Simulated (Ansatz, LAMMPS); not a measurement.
# Elastic response of glassy 62SiO2-24Al2O3-10K2O-5Er2O3 (mol %) (75 atoms)

Aim: relax glassy 62SiO2-24Al2O3-10K2O-5Er2O3 (mol %) (75 atoms), then change its volume to read the bulk modulus from the stress.

Program: Ansatz 0.2.0. Level of theory: Kohn-Sham DFT, LDA, PAW (set soft_2), plane waves. Values are calculated unless marked as measured.

In doubt: an open 4f shell can sit in one of many states, so energies may not be the lowest and differences between runs may mislead; derivatives with an open 4f shell can jump between states, which bears on forces and vibrations.

### 1. The starting structure

The cell holds 75 atoms: 13 Si, 10 Al, 4 K, 2 Er and 46 O. Cell: a = 10.029 Å, b = 10.029 Å, c = 10.029 Å, α = 90.0°, β = 90.0°, γ = 90.0°. 75 atoms (13 Si, 10 Al, 4 K, 2 Er, 46 O) placed at random at 2.94 g/cm³, melted at 4000 K for 10 ps at fixed volume with the Morse and Coulomb pair potential with partial charges (Pedone, Malavasi, Menziani, Cormack and Segre, J. Phys. Chem. B 110, 11780 (2006)). Quenched from 4000 K to 300 K at 50 K/ps and fixed volume, held 10 ps at zero pressure.

What the set-up can't give: The quench rate of 50 K/ps is many orders above laboratory rates, so the cell is likely richer in defects and strain than a real sample. The starting topology of bonds comes from the classical model, and needn't be the one that DFT or experiment would give. Without a Hubbard term or exact exchange, open shells on Er are likely too delocalised. The Brillouin zone is sampled at Γ only. Spin–orbit coupling is left out, which matters for the levels of the heavy elements.

### 2. Single point at the start

The forces at the start show how far the geometry lies from a minimum of this functional.

File input.yaml:

```yaml
crystal:
  lattice:
    - [10.02935, 0.0, 0.0]
    - [0.0, 10.02935, 0.0]
    - [0.0, 0.0, 10.02935]
  atoms:
    - { symbol: Si, position: [0.8704, 0.21999, 0.30891] }
    - { symbol: Si, position: [0.42144, 0.01554, 0.45784] }
    - { symbol: Si, position: [0.07166, 0.81483, 0.23725] }
    - { symbol: Si, position: [0.4512, 0.77297, 0.84744] }
    - { symbol: Si, position: [0.4569, 0.32484, 0.42697] }
    - { symbol: Si, position: [0.47774, 0.61098, 0.10395] }
    - { symbol: Si, position: [0.19163, 0.96147, 0.84026] }
    - { symbol: Si, position: [0.83634, 0.39697, 0.57217] }
    - { symbol: Si, position: [0.66067, 0.22469, 0.76307] }
    - { symbol: Si, position: [0.10466, 0.45354, 0.70706] }
    - { symbol: Si, position: [0.85987, 0.28632, 0.01664] }
    - { symbol: Si, position: [0.01979, 0.73303, 0.71912] }
    - { symbol: Si, position: [0.14094, 0.08066, 0.5616] }
    - { symbol: Al, position: [0.63749, 0.93136, 0.66223] }
    - { symbol: Al, position: [0.61572, 0.34229, 0.15009] }
    - { symbol: Al, position: [0.13949, 0.34959, 0.40152] }
    - { symbol: Al, position: [0.77192, 0.69478, 0.58441] }
    - { symbol: Al, position: [0.3281, 0.35261, 0.16727] }
    - { symbol: Al, position: [0.09474, 0.13162, 0.12447] }
    - { symbol: Al, position: [0.16849, 0.62929, 0.45344] }
    - { symbol: Al, position: [0.88009, 0.93835, 0.43843] }
    - { symbol: Al, position: [0.3899, 0.75984, 0.35161] }
    - { symbol: Al, position: [0.45722, 0.58405, 0.59836] }
    - { symbol: K, position: [0.83684, 0.92784, 0.92513] }
    - { symbol: K, position: [0.58682, 0.02067, 0.13684] }
    - { symbol: K, position: [0.77933, 0.60782, 0.25806] }
    - { symbol: K, position: [0.73643, 0.57369, 0.88694] }
    - { symbol: Er, position: [0.1216, 0.53158, 0.02052], spin: 3.0 }
    - { symbol: Er, position: [0.32269, 0.23018, 0.90093], spin: 3.0 }
    - { symbol: O, position: [0.9588, 0.39876, 0.67243] }
    - { symbol: O, position: [0.00501, 0.00624, 0.53298] }
    - { symbol: O, position: [0.07476, 0.8651, 0.79742] }
    - { symbol: O, position: [0.09997, 0.97561, 0.20444] }
    - { symbol: O, position: [0.32637, 0.86854, 0.83318] }
    - { symbol: O, position: [0.19071, 0.06969, 0.72345] }
    - { symbol: O, position: [0.70612, 0.08354, 0.71275] }
    - { symbol: O, position: [0.8567, 0.31279, 0.43513] }
    - { symbol: O, position: [0.60833, 0.50926, 0.08771] }
    - { symbol: O, position: [0.46052, 0.41667, 0.55121] }
    - { symbol: O, position: [0.71558, 0.34089, 0.65974] }
    - { symbol: O, position: [0.86552, 0.71349, 0.7268] }
    - { symbol: O, position: [0.07333, 0.72621, 0.57016] }
    - { symbol: O, position: [0.20719, 0.75627, 0.31251] }
    - { symbol: O, position: [0.46592, 0.71994, 0.99776] }
    - { symbol: O, position: [0.31632, 0.34369, 0.33744] }
    - { symbol: O, position: [0.92937, 0.42717, 0.01084] }
    - { symbol: O, position: [0.18823, 0.3751, 0.81411] }
    - { symbol: O, position: [0.58962, 0.83791, 0.80531] }
    - { symbol: O, position: [0.09762, 0.5034, 0.32246] }
    - { symbol: O, position: [0.42469, 0.63461, 0.76223] }
    - { symbol: O, position: [0.7759, 0.27501, 0.16685] }
    - { symbol: O, position: [0.19507, 0.04836, 0.96847] }
    - { symbol: O, position: [0.05564, 0.72859, 0.10674] }
    - { symbol: O, position: [0.76002, 0.86582, 0.54431] }
    - { symbol: O, position: [0.4945, 0.95212, 0.57896] }
    - { symbol: O, position: [0.02447, 0.23119, 0.27463] }
    - { symbol: O, position: [0.56926, 0.36982, 0.31965] }
    - { symbol: O, position: [0.07927, 0.6014, 0.79322] }
    - { symbol: O, position: [0.4679, 0.27485, 0.09681] }
    - { symbol: O, position: [0.12888, 0.23115, 0.52334] }
    - { symbol: O, position: [0.9461, 0.15811, 0.02887] }
    - { symbol: O, position: [0.2676, 0.01768, 0.48959] }
    - { symbol: O, position: [0.60899, 0.65826, 0.56024] }
    - { symbol: O, position: [0.50636, 0.22575, 0.79494] }
    - { symbol: O, position: [0.34503, 0.50824, 0.1066] }
    - { symbol: O, position: [0.44122, 0.92728, 0.32588] }
    - { symbol: O, position: [0.48243, 0.67833, 0.24196] }
    - { symbol: O, position: [0.19526, 0.2836, 0.09633] }
    - { symbol: O, position: [0.34542, 0.6583, 0.48563] }
    - { symbol: O, position: [0.17076, 0.48373, 0.5663] }
    - { symbol: O, position: [0.94389, 0.80763, 0.3322] }
    - { symbol: O, position: [0.47191, 0.16732, 0.44641] }
    - { symbol: O, position: [0.8287, 0.07053, 0.32926] }
    - { symbol: O, position: [0.74091, 0.27031, 0.90932] }
    - { symbol: O, position: [0.8385, 0.54622, 0.51884] }
magnetization:
  spin_polarized: true
kpoints:
  mp_grid: { grid: [1, 1, 1] }
hamiltonian:
  xc: lda
scf:
  occupations: { method: fermi_dirac, width: 0.05 }
  lower_state_search: "off"
output:
  forces: true
```

The run is started by

```bash
> ansatz run input.yaml --threads 4 --pin off --max-ram 8192MiB --backend cpu --events-out ev --progress --plain --runs-dir out
```

The program printed:

```text
Engine: ansatz 0.2.0, x86_64-unknown-linux-gnu
Pseudopotentials: kind: paw
Pseudopotential: Si, paw, valence charge 4, recommended cutoff 420 eV (normal), Si.paw.azcp
Pseudopotential: Al, paw, valence charge 3, recommended cutoff 420 eV (normal), Al.paw.azcp
Pseudopotential: K, paw, valence charge 9, recommended cutoff 420 eV (normal), K.paw.azcp
Pseudopotential: Er, paw, valence charge 22, recommended cutoff 420 eV (normal), Er.paw.azcp
Pseudopotential: O, paw, valence charge 6, recommended cutoff 420 eV (normal), O.paw.azcp
[... 3 lines on functional and potentials left out ...]
Crystal: 75 atoms, lattice volume = 1008.831 Å³
Basis set: ecut = 420 eV, 19597 PW (Γ)
Bands: 297, of which v1, the nominal top of the filled ones, is band 219 counted from 1 (218 counted from 0)
Symmetry: 1 space group operations
Space group: P1 (ITA 1), of the structure as read, at distance tolerance 1.0e-4 Å
Magnetic group: BNS 1.1 (UNI 1), of the structure as read, at distance tolerance 1.0e-4 Å
k-points: 1
[... 16 lines on functional and potentials left out ...]
Initial density: superposition of atomic densities (chi_scale 0.1, normalization cell, long waves 43 % of neutral atoms (reshape's long-wave potential 1.43 eV rms, cloud 2.69 Å wide))
Starting moments: Σ|m| = 6 μB on 2 of 75 sites
Initial wavefunctions: pseudopotential atomic-orbital guess
Functional: x = slater, c = lda
SCF iter   1: F=—  HF=-68502.142776 eV  |F-HF|=—  |Δ(HF+E_count)|=         —  Δρ=1.30e-1 (↑5.60e-2 ↓1.30e-1)  dr2=5.62e2  dr2_m=1.75e1  M=0.139 μB ∫|m|=0.923 μB  β_m=0.30  ethr=3.10e-3  ⟨swp⟩=6.5  Hψ=2720  notcnv=0  defer=117
preconditioner: auto → Kerker (q_TF=auto, 2.374 Å⁻¹)  [metal: Δε(μ)=0.041 eV  Ē_g=14.871 eV  σ=0.050 eV  W_gap=0.20  n_scr=250 (ndim 8)  ℏωp=23.8 eV  f_vac=0.027  D(μ)=20.52/eV (n_scr^D=122)]
spin=Collinear: Kerker preconditioning applied to the charge; magnetization (m = ρ↑ − ρ↓) channel mixes plain (no charge-response kernel on spin).
SCF iter   2: F=—  HF=-68429.763422 eV  |F-HF|=—  |Δ(HF+E_count)|=    7.24e1  Δρ=1.38e-1 (↑3.43e-2 ↓1.38e-1)  dr2=2.59e2  dr2_m=4.11e1  M=6.002 μB ∫|m|=6.269 μB  β_m=0.30  ethr=3.10e-3  ⟨swp⟩=6.5  Hψ=1732  notcnv=0  defer=128
preconditioner: auto → Resta (q_TF=auto, 2.374 Å⁻¹)  ε∞=3.8  [insulator: Δε(μ)=0.180 eV  Ē_g=14.235 eV  σ=0.050 eV  W_gap=0.51  n_scr=250 (ndim 8)  ℏωp=23.8 eV  f_vac=0.028  D(μ)=16.75/eV (n_scr^D=80)  ε∞_Penn≈3.8]
spin=Collinear: Resta preconditioning applied to the charge; magnetization (m = ρ↑ − ρ↓) channel mixes plain (no charge-response kernel on spin).
SCF iter   3: F=—  HF=-68491.246369 eV  |F-HF|=—  |Δ(HF+E_count)|=    6.15e1  Δρ=2.07e-1 (↑2.07e-1 ↓2.03e-1)  dr2=2.28e3  dr2_m=1.57e1  M=1.747 μB ∫|m|=1.828 μB  β_m=0.30  ethr=3.10e-3  ⟨swp⟩=5.5  Hψ=1810  notcnv=0  defer=128
SCF iter   4: F=—  HF=-68439.746053 eV  |F-HF|=—  |Δ(HF+E_count)|=    5.15e1  Δρ=1.01e-1 (↑5.16e-2 ↓1.01e-1)  dr2=3.43e2  dr2_m=7.94e0  M=0.003 μB ∫|m|=0.254 μB  β_m=0.30  ethr=3.10e-3  ⟨swp⟩=4.0  Hψ=1894  notcnv=0  defer=140
SCF iter   5: F=—  HF=-68391.677805 eV  |F-HF|=—  |Δ(HF+E_count)|=    4.81e1  Δρ=7.08e-2 (↑4.81e-2 ↓7.08e-2)  dr2=2.52e2  dr2_m=2.04e0  M=0.381 μB ∫|m|=0.474 μB  β_m=0.30  ethr=3.10e-3  ⟨swp⟩=4.0  Hψ=1221  notcnv=0  defer=133
SCF iter   6: F=—  HF=-68390.329372 eV  |F-HF|=—  |Δ(HF+E_count)|=    1.35e0  Δρ=1.79e-1 (↑2.85e-2 ↓1.79e-1)  dr2=4.71e2  dr2_m=5.81e1  M=5.585 μB ∫|m|=5.644 μB  β_m=0.30  ethr=3.10e-3  ⟨swp⟩=3.5  Hψ=1159  notcnv=0  defer=136
SCF iter   7: F=—  HF=-68429.333908 eV  |F-HF|=—  |Δ(HF+E_count)|=    3.90e1  Δρ=1.95e-1 (↑1.95e-1 ↓1.88e-1)  dr2=1.76e3  dr2_m=8.09e0  M=0.274 μB ∫|m|=0.350 μB  β_m=0.30  ethr=3.10e-3  ⟨swp⟩=5.5  Hψ=1282  notcnv=0  defer=127
SCF iter   8: F=—  HF=-68407.399508 eV  |F-HF|=—  |Δ(HF+E_count)|=    2.19e1  Δρ=8.98e-2 (↑5.62e-2 ↓8.98e-2)  dr2=2.56e2  dr2_m=3.57e0  M=0.054 μB ∫|m|=0.122 μB  β_m=0.30  ethr=3.10e-3  ⟨swp⟩=5.5  Hψ=1574  notcnv=0  defer=109
SCF iter   9: F=—  HF=-68396.546242 eV  |F-HF|=—  |Δ(HF+E_count)|=    1.09e1  Δρ=7.30e-2 (↑5.90e-2 ↓7.30e-2)  dr2=2.07e2  dr2_m=5.71e-1  M=0.410 μB ∫|m|=0.649 μB  β_m=0.30  ethr=3.10e-3  ⟨swp⟩=3.0  Hψ=1148  notcnv=0  defer=136
SCF iter  10: F=—  HF=-68392.377127 eV  |F-HF|=—  |Δ(HF+E_count)|=    4.17e0  Δρ=1.43e-1 (↑5.20e-2 ↓1.43e-1)  dr2=2.37e2  dr2_m=6.06e1  M=5.997 μB ∫|m|=6.009 μB  β_m=0.30  ethr=3.10e-3  ⟨swp⟩=3.0  Hψ=1152  notcnv=0  defer=134
[...]
spin-set hold released at iteration 15 (site moments contracting): the magnetisation degrees of freedom join the quasi-Newton model from the next iteration; the mixer history was flushed
[...]
SCF iter  70: F=—  HF=-68385.430242 eV  |F-HF|=—  |Δ(HF+E_count)|=   3.96e-4  Δρ=9.68e-4 (↑8.22e-5 ↓9.68e-4)  dr2=1.22e-2  dr2_m=2.05e-3  M=5.921 μB ∫|m|=5.971 μB  β_m=0.31  ethr=3.13e-7  ⟨swp⟩=2.0  Hψ=896  notcnv=0  defer=136  recentre
SCF iter  71: F=—  HF=-68385.431492 eV  |F-HF|=—  |Δ(HF+E_count)|=   1.25e-3  Δρ=8.66e-4 (↑2.92e-5 ↓8.66e-4)  dr2=9.51e-3  dr2_m=1.69e-3  M=5.906 μB ∫|m|=5.955 μB  ethr=2.28e-7  ⟨swp⟩=1.0  Hψ=1499  notcnv=0
Mixer restart at iter 71: flushing history
iteration 71: the SCF's residuals had fallen too slowly under its mixing. It goes on by minimising its free energy, and can end on another state than longer mixing would; under `scf.algorithm: density_mixing` no SCF does so, but by `scf.convergence.dm_fallback`
SCF iter  72: F=—  HF=-68385.431996 eV  |F-HF|=—  |Δ(HF+E_count)|=   5.04e-4  Δρ=9.96e-4 (↑1.38e-4 ↓9.96e-4)  dr2=1.48e-2  dr2_m=2.02e-3  M=5.908 μB ∫|m|=5.957 μB  ethr=2.28e-7  ⟨swp⟩=15.0  Hψ=4794  notcnv=0
SCF iter  73: F=—  HF=-68385.432113 eV  |F-HF|=—  |Δ(HF+E_count)|=   1.18e-4  Δρ=1.37e-4 (↑1.25e-5 ↓1.37e-4)  dr2=2.48e-4  dr2_m=4.62e-5  M=5.915 μB ∫|m|=5.965 μB  ethr=2.28e-7  ⟨swp⟩=6.5  Hψ=3098  notcnv=0
SCF iter  74: F=—  HF=-68385.432151 eV  |F-HF|=—  |Δ(HF+E_count)|=   3.72e-5  Δρ=2.19e-5 (↑1.92e-6 ↓2.19e-5)  dr2=5.82e-6  dr2_m=1.12e-6  M=5.914 μB ∫|m|=5.965 μB  ethr=5.65e-8  ⟨swp⟩=4.0  Hψ=1727  notcnv=0
SCF iter  75: F=—  HF=-68385.432151 eV  |F-HF|=—  |Δ(HF+E_count)|=   7.12e-9  Δρ=5.28e-6 (↑5.52e-7 ↓5.28e-6)  dr2=3.31e-7  dr2_m=6.81e-8  M=5.914 μB ∫|m|=5.964 μB  ethr=1.33e-9  ⟨swp⟩=2.0  Hψ=1238  notcnv=0
SCF iter  76: F=—  HF=-68385.432151 eV  |F-HF|=—  |Δ(HF+E_count)|=   3.39e-9  Δρ=3.99e-6 (↑2.05e-7 ↓3.99e-6)  dr2=1.96e-7  dr2_m=3.72e-8  M=5.914 μB ∫|m|=5.964 μB  ethr=7.55e-11  ⟨swp⟩=1.5  Hψ=1223  notcnv=0
SCF iter  77: F=-68385.432151 eV  HF=-68385.432151 eV  |F-HF|=1.83e-8  |Δ(HF+E_count)|=   3.33e-9  Δρ=1.15e-6 (↑6.36e-8 ↓1.15e-6)  dr2=1.64e-8  dr2_m=3.15e-9  M=5.914 μB ∫|m|=5.964 μB  ethr=2.28e-11  ⟨swp⟩=2.0  Hψ=1259  notcnv=0
SCF iter  78: F=-68385.432151 eV  HF=-68385.432151 eV  |F-HF|=1.83e-8  |Δ(HF+E_count)|=  2.91e-11  Δρ=1.15e-6 (↑6.36e-8 ↓1.15e-6)  dr2=1.64e-8  dr2_m=3.15e-9  M=5.914 μB ∫|m|=5.964 μB  ethr=3.75e-12  ⟨swp⟩=2.0  Hψ=1260  notcnv=0
SCF 1 converged in 78 iterations: F = -68385.432151 eV  dr2 = 1.64e-8
  greatest PAW one-centre occupation: 0.994 electrons in one spin orbital (limit 2), on the Er atom at site 28 (counted from 0), in its partial waves of l = 3
SCF converged after 78 iterations
Stability not told: the SCF's own minimisation came to no verdict on its close; the lowest value that the minimisation read is 3.2e-2 (residual 1.9e-2): no lower mode is shown, and none is ruled out
Magnetization: 5.9141 μB (221.9571 up, 216.0429 down)
Absolute magnetization: 5.9561 μB (∫|ρ↑−ρ↓|, with the PAW one-centre terms)
Spin contamination: 0.0419 ħ² per cell (⟨S²⟩ above its minimum at these occupations)
Per-site moments (μB) at R_I (Å): [(1.913921e-5, 0.647445), (-3.192456e-6, 0.641317), (-0.000197652, 0.650551), (3.900885e-6, 0.653080), (-2.254949e-6, 0.639333), [...]
Free energy (F): -68385.432151 eV
Harris-Foulkes:  -68385.432151 eV  (|F-HF|=1.83e-8)
Internal energy: -68385.353284 eV  (E = F + TS)
E sigma→0 (E₀):  -68385.392717 eV
Entropy (-TS):   -0.078866 eV (-1.052 meV/atom)
Fermi energy:    4.315785 eV
--- Per-component energies (eV) ---
  E_band       = -1846.069028
  E_kinetic    = 10782.211692
  E_local      = -37522.555979  (includes V_loc(G=0)·N_el)
  E_nonlocal   = 4138.372652
  E_hartree    = 14653.975578
  E_xc         = -5400.060550
  E_vxc        = -6356.429775  (∫ρ·V_xc dr)
  E_paw        = -34333.072117  (= ΣΔE_a)
  E_vpaw       = -2195.733728  (= ΣTr[D̂ρ^β])
  E_aug_tail   = 0.119562  (compensation charges beyond the density's cutoff)
  E_ewald      = -20715.235620
  E_core_change = 10.891499  (= ΣΔE_core)
  E_smearing   = -0.078866  (= −TS)
  E_closure    = 0.000000  (closes the sum)
  Σ components = -68385.432151   (vs F -68385.432151, Δ=0.00e0)
--- Forces (eV/Å), atoms counted from 1 ---
  atom   1  Si     0.30227066    -0.41118238     0.21978513
  atom   2  Si    -0.24383663     0.97915088     0.21858490
  atom   3  Si     2.02091358     2.62607306    -0.05424651
  atom   4  Si    -0.88765358    -2.55085175    -2.74256934
  atom   5  Si     0.85337039     0.27300983    -1.39158014
  atom   6  Si    -0.36414658    -4.72485622     1.40054532
  atom   7  Si     1.47471709    -1.36417520    -1.59232161
  atom   8  Si     0.09713166     0.57607710    -0.99472347
  atom   9  Si     0.40422670     1.60276199     0.32600089
  atom  10  Si    -0.20002985     1.08188432    -0.52733489
  atom  11  Si     0.32685766     0.39277433    -0.64274774
  atom  12  Si     2.79461113     0.29238467    -1.57560103
  atom  13  Si     0.16721146    -0.65366773     0.89512606
  atom  14  Al    -0.06236078     0.23857773    -0.56043341
[...]
atom  74  O     -0.86781539    -0.33652734    -0.28528002
  atom  75  O     -0.74749590     0.98237532    -0.41734619
  max |Σ_I F_I| component: 7.33e-5 eV/Å
--- Band table (eV) ---
  k-point 0 ↑: bands = ["-44.5539", "-44.4665", "-25.3574", "-25.0814", [... 281 levels ...], "13.3434", "13.4104", "13.4503", "13.4625", "13.5083", "13.5552", "13.5890", "13.6518", "13.7660", "13.7730", "13.8586", "13.9144"]
  k-point 0 ↓: bands = ["-43.4338", "-43.3309", "-25.3575", "-25.0814", [... 281 levels ...], "13.3576", "13.4227", "13.4626", "13.4936", "13.5178", "13.5819", "13.5987", "13.6652", "13.7760", "13.7871", "13.8712", "13.9223"]
```

Wall time 2.1 min (4 threads of Intel Xeon Platinum 8259CL at 2.50GHz (Skylake/Cascade Lake), shared host); peak memory 2.2 GiB; 7.9 min of CPU time.

The r.m.s. force at the start is 1.0 eV/Å.

[end of part 1 of 4]

[Long decimals in the printed logs are rounded to 6 places.]

[Logs are printed without paths, hosts, clocks, repeated set-up lines and the standing remarks that a program may print on its own settings, such as how far it seeks lower states.]

[Hosts, paths, dates, database ids (printed as entryN), source tags and the programs' standing remarks are cut or masked in the printed files.]
